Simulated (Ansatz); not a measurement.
## Electron–phonon scattering in SrCuNi in the AlB2 type: relaxing cell and atoms

Ansatz 0.2.0; DFT PBEsol, scalar-relativistic, plane waves, PAW; PAW set soft_1.

The structure was built from a prototype and need not be the compound's stable phase.

It takes space group P-6m2 (No. 187, hexagonal). Conventional cell: a = 4.098 Å, b = 4.098 Å, c = 4.159 Å, α = 90.00°, β = 90.00°, γ = 120.00°. Nearest to Sr lie 6 Cu at 3.15 Å and 6 Ni at 3.15 Å. Nearest to Cu lie 3 Ni at 2.37 Å and 6 Sr at 3.15 Å. Nearest to Ni lie 3 Cu at 2.37 Å and 6 Sr at 3.15 Å. Farther neighbours are not listed.

The steps of the relaxation:

```
step  energy less that of the first step (eV)  largest force component (eV/Å)  pressure (GPa)  volume (Å³)
   1                                   0.0000                          0.0000           -0.22        60.48
   2                                  -0.0024                          0.0000           -0.29        60.69
   3                                  -0.0033                          0.0000            0.14        60.39
   4                                  -0.0033                          0.0000           -0.01        60.53
   5                                  -0.0032                          0.0000            0.00        60.53
```

The log counts 1 steps on a newly chosen plane-wave basis, not all of them marked here; energy and pressure can jump at such steps.

| conventional cell, symmetrised | before | after | change |
| --- | --- | --- | --- |
| a (Å) | 4.098 | 4.070 | -0.7 % |
| b (Å) | 4.098 | 4.070 | -0.7 % |
| c (Å) | 4.159 | 4.218 | +1.4 % |
| volume (Å³/atom) | 20.16 | 20.18 | +0.1 % |

Final coordinates:

```xyz
3
Lattice="4.0705 0.0000 0.0000 -2.0352 3.5252 0.0000 0.0000 0.0000 4.2181" Properties=species:S:1:pos:R:3 pbc="T T T"
Sr    0.0000    0.0000    0.0000
Cu    0.0000    2.3501    2.1091
Ni    2.0352    1.1751    2.1091
```

Numbers from this step:

* pressure: -0.004482 GPa
* volume per atom: 20.18 Å³/atom

**Question.** Which input gives these results?

The system, level and task follow from the heading and the kind of results. Meshes, cutoffs and thresholds can't be read from the results; these are the ones that the run used.

File input.yaml:

```yaml
crystal:
  lattice:
    - [4.0977784765, 0.0, 0.0]
    - [-2.0488892383, 3.5487802598, 0.0]
    - [0.0, 0.0, 4.1588916542]
  atoms:
    - { symbol: Sr, position: [0.0, 0.0, 0.0] }
    - { symbol: Cu, position: [0.3333333333, 0.6666666667, 0.5] }
    - { symbol: Ni, position: [0.6666666667, 0.3333333333, 0.5] }
kpoints:
  mp_grid: { grid: [9, 9, 8] }
hamiltonian:
  xc: pbesol
  pseudopotentials: { kind: paw, azcp: { folder: soft_1 }, xc_functional: pbe }
scf:
  occupations: { method: gaussian, width: 0.1 }
output:
  forces: true
  stress: true
  eigenvalues: true
relax:
  adjacent_minimum: "off"
  f_tol: 0.005
  max_steps: 80
  cell: { stress_tol: 0.05 }
```

Command:

```bash
$ ansatz run input.yaml --threads 4 --pin off --max-ram 12288MiB --backend cpu --events-out ev --progress --plain --runs-dir out
```

[Logs are printed without paths, hosts, clocks, repeated set-up lines and the standing remarks that a program may print on its own settings, such as how far it seeks lower states.]

[Hosts, paths, dates, database ids (printed as entryN), source tags and the programs' standing remarks are cut or masked in the printed files.]
